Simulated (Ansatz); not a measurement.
# How Pd(111) screens a field, part 2 of 2

Where does the screening charge of Pd(111) sit?

Ansatz 0.2.0; plane-wave DFT, PBE, Ansatz PAW.

So far. Step 6 (Atoms held, field -0.1 V/Å): The dipole is -0.0763 e·Å. Step 7 (Single point, field 0.2 V/Å): The dipole is 0.153 e·Å.

### 8. Single point, field -0.2 V/Å

input.yaml reads:

```yaml
crystal:
  lattice:
    - [2.7506453788, 0.0, 0.0]
    - [1.3753226894, 2.3821287749, 0.0]
    - [0.0, 0.0, 35.9671403772]
  atoms:
    - { symbol: Pd, position: [0.3333333333, 0.3333333333, 0.2502284003] }
    - { symbol: Pd, position: [0.6666666667, 0.6666666667, 0.3126713002] }
    - { symbol: Pd, position: [0.0, 0.0, 0.3751142002] }
    - { symbol: Pd, position: [0.3333333333, 0.3333333333, 0.4375571001] }
    - { symbol: Pd, position: [0.6666666667, 0.6666666667, 0.5] }
    - { symbol: Pd, position: [0.0, 0.0, 0.5624428999] }
    - { symbol: Pd, position: [0.3333333333, 0.3333333333, 0.6248857998] }
    - { symbol: Pd, position: [0.6666666667, 0.6666666667, 0.6873286998] }
    - { symbol: Pd, position: [0.0, 0.0, 0.7497715997] }
kpoints:
  mp_grid: { grid: [24, 24, 1] }
hamiltonian:
  xc: pbe
scf:
  occupations: { method: fermi_dirac, width: 0.1 }
  convergence: { dr2_threshold: 1.0e-10 }
efield:
  axis: 3
  dipole_correction: true
  ramp_position: 0.97
  ramp_width: 0.06
  amplitude: -0.2
output:
  forces: true
  write_potential: true
  write_density: true
  volumetric_format: npy
```

Command:

```bash
> ansatz run input.yaml --threads 4 --pin off --max-ram 6144MiB --backend cpu --events-out ev --progress --plain --runs-dir out
```

Numbers of over 12 decimals in the logs are rounded to 6 here.

The program printed:

```text
[...]
Crystal: 9 atoms, lattice volume = 235.671 Å³
Basis set: ecut = 420 eV, 4603 PW (Γ), exchange–correlation on 40×40×486 points (8 copies of the dense FFT grid, shifted against one another)
Bands: 98, of which v1, the nominal top of the filled ones, is band 81 counted from 1 (80 counted from 0)
Symmetry: 6 space group operations
k-points: 61 of 576 (time reversal used)
[...]
k-point 0: bands = [... 77 lower, 7.8058, 7.9769, 7.9769, 8.2540, 8.2540, 8.5347, 8.5347, 8.7393, ... 13 higher]
  k-point 1: bands = [... 77 lower, 7.8138, 7.9814, 8.0601, 8.2040, 8.2563, 8.4108, 8.5369, 8.5803, ... 13 higher]
  k-point 2: bands = [... 77 lower, 7.8065, 7.9135, 7.9931, 8.1017, 8.2308, 8.2624, 8.5203, 8.5427, ... 13 higher]
  k-point 60: bands = [... 77 lower, 8.6398, 8.7081, 8.7089, 8.7390, 14.9492, 14.9623, 14.9623, 15.1522, ... 13 higher]
[key lines of the parts left out:]
SCF converged after 17 iterations
Free energy (F): -62754.788414 eV
Fermi energy:    8.900442 eV
Dipole field:    D = -0.117211 V/Å  (p = -0.152655 e·Å, saw-weighted, corrected)
```

Elapsed: 57 s, on 4 threads of Arm Neoverse V2, shared host; peak memory 1.3 GiB; 3.8 min of CPU time.

The dipole is -0.153 e·Å.

### 9. Single point, field 0.4 V/Å

Changes to input.yaml since step 8:

```diff
@@ -27,3 +27,3 @@
   ramp_width: 0.06
-  amplitude: -0.2
+  amplitude: 0.4
 output:
@@ -33 +33,2 @@
   volumetric_format: npy
+  elf: true
```

The program printed:

```text
[...]
Crystal: 9 atoms, lattice volume = 235.671 Å³
Basis set: ecut = 420 eV, 4603 PW (Γ), exchange–correlation on 40×40×486 points (8 copies of the dense FFT grid, shifted against one another)
Bands: 98, of which v1, the nominal top of the filled ones, is band 81 counted from 1 (80 counted from 0)
Symmetry: 6 space group operations
k-points: 61 of 576 (time reversal used)
[...]
k-point 0: bands = [... 77 lower, 7.8006, 7.9724, 7.9724, 8.2494, 8.2494, 8.5302, 8.5302, 8.7347, ... 13 higher]
  k-point 1: bands = [... 77 lower, 7.8093, 7.9768, 8.0555, 8.1990, 8.2518, 8.4062, 8.5324, 8.5750, ... 13 higher]
  k-point 2: bands = [... 77 lower, 7.8019, 7.9089, 7.9885, 8.0962, 8.2262, 8.2579, 8.5157, 8.5381, ... 13 higher]
  k-point 60: bands = [... 77 lower, 8.6353, 8.7032, 8.7048, 8.7345, 14.9447, 14.9577, 14.9578, 15.1477, ... 13 higher]
[key lines of the parts left out:]
SCF converged after 17 iterations
Free energy (F): -62754.834216 eV
Fermi energy:    8.895895 eV
Dipole field:    D = 0.234475 V/Å  (p = 0.305380 e·Å, saw-weighted, corrected)
```

Elapsed: 61 s, on 4 threads; peak memory 1.3 GiB.

Running mean over 2.246 Å of the planar mean, with the applied field; the ramp of the sawtooth is left out. The electron's electrostatic potential energy less the Fermi level by z:

```
z (Å)  electron's electrostatic potential energy less the Fermi level (eV)
    4                                                                 3.86
    5                                                                 4.26
    6                                                                 4.59
    7                                                                 4.12
    8                                                                -3.19
    9                                                                -8.28
   10                                                                -8.52
   11                                                                -8.61
   12                                                                -8.67
   13                                                                -8.68
   14                                                                -8.68
   15                                                                -8.68
   16                                                                -8.68
   17                                                                -8.68
   18                                                                -8.68
   19                                                                -8.68
   20                                                                -8.68
   21                                                                -8.68
   22                                                                -8.68
   23                                                                -8.68
   24                                                                -8.67
   25                                                                -8.61
   26                                                                -8.51
   27                                                                -8.25
   28                                                                -2.74
   29                                                                 4.72
   30                                                                 5.79
   31                                                                 6.23
   32                                                                 6.63
```

The dipole is 0.305 e·Å.

### 10. The response

This step: plane-wave DFT, PBE, Ansatz PAW; screening of a field by a metal slab (Ansatz 0.2.0).

The dipoles give the slope, and the difference of two potentials shows where the field is screened.

This step gave:

```yaml
equivalent_conductor_thickness_p_eps_0ae: 21.08 Å
distance_between_the_outer_atoms: 17.97 Å
inner_field_over_outer_field: 8.54e-5
image_plane_upper_face: 1.556 Å
induced_electrons_on_the_upper_face_over_eps_0e: -1.000
image_plane_lower_face: 1.555 Å
induced_electrons_on_the_lower_face_over_eps_0e: 1.000
```

The dipole of the cell by applied field:

```
applied field (V/Å)  dipole of the cell (e·Å)
             -0.200                    -0.153
             -0.100                   -0.0763
             -0.050                   -0.0382
              0.000                    7.9e-7
              0.050                    0.0382
              0.100                    0.0763
              0.200                     0.153
              0.400                     0.305
```

Local field over the applied field, running mean. From the potentials at -0.05 and 0.05 V/Å; running mean over 2.246 Å. Local field over applied field against z:

```
z (Å)  local field over applied field
    5                           0.991
    6                           0.941
    7                           0.705
    8                           0.290
    9                          0.0141
   10                        -0.00120
   11                         0.00682
   12                         -1.3e-4
   13                         -7.4e-4
   14                         -4.7e-4
   15                         -4.1e-4
   16                         -2.3e-4
   17                          4.8e-5
   18                          2.3e-4
   19                          5.3e-5
   20                         -2.7e-4
   21                         -3.7e-4
   22                         -4.6e-4
   23                         -8.3e-4
   24                          5.6e-6
   25                         0.00691
   26                        -0.00127
   27                          0.0187
   28                           0.303
   29                           0.718
   30                           0.944
   31                           0.992
```

The induced electron density oscillates, so the rows of the table below give means over windows of 1 Å about each position, cut where the curve ends. Its maxima inside the range that stand out by 2 % of the span (Å: e/Å³ per V/Å): 7.8: 0.00433, 9.0: 0.00117, 10.8: 4.4e-4, 11.5: 3.4e-4, 24.7: 4.4e-4, 26.6: 8.9e-4, 27.2: 9.8e-4. Its minima: 8.7: -9.8e-4, 9.3: -8.9e-4, 11.2: -4.4e-4, 24.4: -3.4e-4, 25.2: -4.4e-4, 26.9: -0.00117, 28.1: -0.00433.

Electrons, planar mean, per unit field. Induced electron density against z; means over each step:

```
z (Å)  induced electron density (e/Å³ per V/Å)
    5                                   5.6e-5
    6                                   3.8e-4
    7                                  0.00198
    8                                  0.00330
    9                                  -1.4e-4
   10                                  -1.8e-4
   11                                   8.3e-5
   12                                   4.5e-5
   13                                  -7.3e-7
   14                                   1.0e-5
   15                                  -6.6e-6
   16                                   1.0e-6
   17                                  -4.8e-6
   18                                  -1.6e-7
   19                                   4.9e-6
   20                                   4.2e-8
   21                                   5.6e-6
   22                                  -7.0e-6
   23                                  -2.1e-6
   24                                  -5.1e-5
   25                                  -7.5e-5
   26                                   1.9e-4
   27                                   1.3e-4
   28                                 -0.00341
   29                                 -0.00189
   30                                  -3.6e-4
   31                                  -5.2e-5
```

By hand: between -0.05 and 0.05 V/Å the dipole changes by 0.07632 e·Å, a slope of 0.7632 e·Å²/V. A perfect conductor of thickness t has p = ε₀AEt, so t = 180.95 × 0.7632 / 6.552 = 21.08 Å (e/ε₀ = 180.95 V·Å, A in Å²). Less the 17.97 Å between the outer atoms, and halved, that puts each image plane 1.56 Å out.

The induced dipole is that of a conductor 21.08 Å thick.

### 11. Varying the input: efield.amplitude = -0.3

This step: plane-wave DFT, PBE, Ansatz PAW (Ansatz 0.2.0).

A run with a changed input: it repeats the earlier run at 0.05 V/Å with efield.amplitude from 0.05 to -0.3.

Changes to input.yaml since step 9:

```diff
@@ -27,3 +27,3 @@
   ramp_width: 0.06
-  amplitude: 0.4
+  amplitude: -0.3
 output:
@@ -33,2 +33 @@
   volumetric_format: npy
-  elf: true
```

The program printed:

```text
[...]
Crystal: 9 atoms, lattice volume = 235.671 Å³
Basis set: ecut = 420 eV, 4603 PW (Γ), exchange–correlation on 40×40×486 points (8 copies of the dense FFT grid, shifted against one another)
Bands: 98, of which v1, the nominal top of the filled ones, is band 81 counted from 1 (80 counted from 0)
Symmetry: 6 space group operations
k-points: 61 of 576 (time reversal used)
[...]
SCF iter   1: F=—  HF=-62763.209098 eV  |F-HF|=—  |Δ(HF+E_count)|=         —  Δρ=1.18e-1  dr2=4.84e1  ethr=3.10e-3  p=-0.223 e·Å  D=-1.71e-1 V/Å  ΔV_dip=6.16 eV  dr2_dipole=2.62e-1  V_vac-E_F(+/−)=0.52/4.34 eV  ⟨swp⟩=6.3  Hψ=22638  notcnv=0  defer=57
[...]
SCF iter  17: F=-62754.807497 eV  HF=-62754.807497 eV  |F-HF|=1.02e-10  |Δ(HF+E_count)|=  7.35e-10  Δρ=1.16e-7  dr2=8.06e-11  ethr=1.00e-12  p=-0.229 e·Å  D=-1.76e-1 V/Å  ΔV_dip=6.32 eV  dr2_dipole=4.23e-13  V_vac-E_F(+/−)=3.32/6.98 eV  ⟨swp⟩=18.3  Hψ=39652  notcnv=0
SCF 1 converged in 17 iterations: F = -62754.807497 eV  dr2 = 8.06e-11
[...]
SCF converged after 17 iterations
Free energy (F): -62754.807497 eV
[...]
Internal energy: -62754.228994 eV  (E = F + TS)
E sigma→0 (E₀):  -62754.518246 eV
Entropy (-TS):   -0.578503 eV (-64.278 meV/atom)
Fermi energy:    8.898557 eV
Dipole field:    D = -0.175833 V/Å  (p = -0.229005 e·Å, saw-weighted, corrected)
Work function:   not extracted (applied field tilts the vacuum); planar V_es + V_field profile in the machine report
[...]
--- Forces (eV/Å), atoms counted from 1 ---
  atom   1  Pd    -0.00000000    -0.00000000    -0.33753016
  atom   2  Pd     0.00000000    -0.00000000     0.05127085
  atom   3  Pd    -0.00000000     0.00000000    -0.03386182
  atom   4  Pd    -0.00000000     0.00000000    -0.00710485
  atom   5  Pd     0.00000000    -0.00000000    -0.00000790
  atom   6  Pd     0.00000000    -0.00000000     0.00763383
  atom   7  Pd     0.00000000    -0.00000000     0.02886151
  atom   8  Pd    -0.00000000     0.00000000    -0.05258362
  atom   9  Pd     0.00000000     0.00000000     0.34332200
  max |Σ_I F_I| component: 1.69e-7 eV/Å
--- Band table (eV; the first three rows and the last of 61) ---
  k-point 0: bands = [... 77 lower, 7.8036, 7.9750, 7.9750, 8.2521, 8.2521, 8.5329, 8.5329, 8.7374, ... 13 higher]
  k-point 1: bands = [... 77 lower, 7.8119, 7.9795, 8.0582, 8.2020, 8.2545, 8.4089, 8.5350, 8.5781, ... 13 higher]
  k-point 2: bands = [... 77 lower, 7.8046, 7.9116, 7.9912, 8.0994, 8.2289, 8.2606, 8.5184, 8.5408, ... 13 higher]
  k-point 60: bands = [... 77 lower, 8.6379, 8.7061, 8.7072, 8.7371, 14.9473, 14.9603, 14.9605, 15.1503, ... 13 higher]
```

Run time: 58 s. Hardware: 4 threads; peak memory 1.3 GiB; 3.8 min of CPU time.

Numbers from this step:

* energy at zero smearing: -62754.5182 eV
* dipole along the normal: -0.2290 e·Å

Force by atom:

```
atom  x (eV/Å)  y (eV/Å)  z (eV/Å)   size
 Pd1     0.000     0.000    -0.338  0.338
 Pd2     0.000     0.000     0.051  0.051
 Pd3     0.000     0.000    -0.034  0.034
 Pd4     0.000     0.000    -0.007  0.007
 Pd5     0.000     0.000     0.000  0.000
 Pd6     0.000     0.000     0.008  0.008
 Pd7     0.000     0.000     0.029  0.029
 Pd8     0.000     0.000    -0.053  0.053
 Pd9     0.000     0.000     0.343  0.343
```

```
                     quantity  this run  earlier run  difference
dipole along the normal (e·Å)   -0.2290      0.03816       -0.27
```

The applied field differs, and the slope found earlier predicts a dipole of -0.229 e·Å; this run gives -0.229 e·Å, in line with it.

### 12. Varying the input

Another changed input: it repeats the earlier run at 0.05 V/Å with efield.dipole_correction from true to false.

Changes to input.yaml since step 11:

```diff
@@ -24,6 +24,6 @@
   axis: 3
-  dipole_correction: true
+  dipole_correction: false
   ramp_position: 0.97
   ramp_width: 0.06
-  amplitude: -0.3
+  amplitude: 0.05
 output:
```

The program printed:

```text
[...]
Crystal: 9 atoms, lattice volume = 235.671 Å³
Basis set: ecut = 420 eV, 4603 PW (Γ), exchange–correlation on 40×40×486 points (8 copies of the dense FFT grid, shifted against one another)
Bands: 98, of which v1, the nominal top of the filled ones, is band 81 counted from 1 (80 counted from 0)
Symmetry: 6 space group operations
k-points: 61 of 576 (time reversal used)
[...]
SCF iter   1: F=—  HF=-62755.415469 eV  |F-HF|=—  |Δ(HF+E_count)|=         —  Δρ=4.12e-2  dr2=2.06e2  ethr=1.77e-3  p=0.000 e·Å  V_vac-E_F(+/−)=5.50/3.84 eV  ⟨swp⟩=6.7  Hψ=23312  notcnv=0  defer=167
[...]
SCF iter  18: F=-62754.775454 eV  HF=-62754.775454 eV  |F-HF|=8.00e-11  |Δ(HF+E_count)|=  7.20e-10  Δρ=3.58e-8  dr2=7.31e-12  ethr=1.00e-12  p=0.092 e·Å  V_vac-E_F(+/−)=5.91/4.46 eV  ⟨swp⟩=17.6  Hψ=36854  notcnv=0
SCF 1 converged in 18 iterations: F = -62754.775454 eV  dr2 = 7.31e-12
[...]
SCF converged after 18 iterations
Free energy (F): -62754.775454 eV
[...]
Internal energy: -62754.196967 eV  (E = F + TS)
E sigma→0 (E₀):  -62754.486210 eV
Entropy (-TS):   -0.578487 eV (-64.276 meV/atom)
Fermi energy:    8.901397 eV
Dipole field:    D = 0.070780 V/Å  (p = 0.092184 e·Å, saw-weighted)
Work function:   not extracted (applied field tilts the vacuum); planar V_es + V_field profile in the machine report
[...]
--- Forces (eV/Å), atoms counted from 1 ---
  atom   1  Pd    -0.00000000    -0.00000000    -0.34038432
  atom   2  Pd     0.00000000    -0.00000000     0.05235228
  atom   3  Pd    -0.00000000     0.00000000    -0.03034581
  atom   4  Pd    -0.00000000     0.00000000    -0.00748702
  atom   5  Pd     0.00000000     0.00000000     0.00000287
  atom   6  Pd     0.00000000    -0.00000000     0.00727388
  atom   7  Pd     0.00000000    -0.00000000     0.03236084
  atom   8  Pd    -0.00000000     0.00000000    -0.05182121
  atom   9  Pd     0.00000000     0.00000000     0.33804918
  max |Σ_I F_I| component: 6.76e-7 eV/Å
--- Band table (eV; the first three rows and the last of 61) ---
  k-point 0: bands = [... 77 lower, 7.8068, 7.9779, 7.9779, 8.2549, 8.2549, 8.5357, 8.5357, 8.7402, ... 13 higher]
  k-point 1: bands = [... 77 lower, 7.8148, 7.9824, 8.0610, 8.2051, 8.2573, 8.4117, 8.5379, 8.5815, ... 13 higher]
  k-point 2: bands = [... 77 lower, 7.8074, 7.9144, 7.9940, 8.1029, 8.2318, 8.2634, 8.5213, 8.5436, ... 13 higher]
  k-point 60: bands = [... 77 lower, 8.6408, 8.7092, 8.7097, 8.7400, 14.9502, 14.9632, 14.9633, 15.1532, ... 13 higher]
```

Wall time 52 s (4 threads); peak memory 1.3 GiB.

```
                     quantity  this run  earlier run  difference
dipole along the normal (e·Å)   0.09218      0.03816       0.054
```

With the dipole correction off, the periodic images add a field of their own to the typed one.

It moves by +0.054 e·Å.

These numbers are not those of the isolated slab.

### 13. Results

| Item | Value |
| --- | --- |
| work function | 5.22 eV |
| image plane, upper face | 1.56 Å |
| induced electrons on the upper face over ε₀E | -1.00 |
| equivalent conductor thickness p/(ε₀AE) | 21.1 Å |
| inner field over outer field | 8.5e-5 |

The induced charge has its centre 1.56 Å outside the outermost atoms; this is the plane from which a capacitor's gap or an image potential counts. The equivalent conductor thickness exceeds the distance between the outer atoms by 3.11 Å, about the sum of the two image-plane distances. In the middle of the slab the field is screened to under 0.5 % of its outer value. The atoms are held at bulk positions with the tabulated experimental lattice constant.

[Logs are printed without paths, hosts, clocks, repeated set-up lines and the standing remarks that a program may print on its own settings, such as how far it seeks lower states.]

[Hosts, paths, dates, database ids (printed as entryN), source tags and the programs' standing remarks are cut or masked in the printed files.]

[Maps of the electrostatic potential energy from Ansatz leave out the sawtooth potential of an applied field or a dipole correction, so their vacuum need not be flat; planar profiles and work functions include it.]
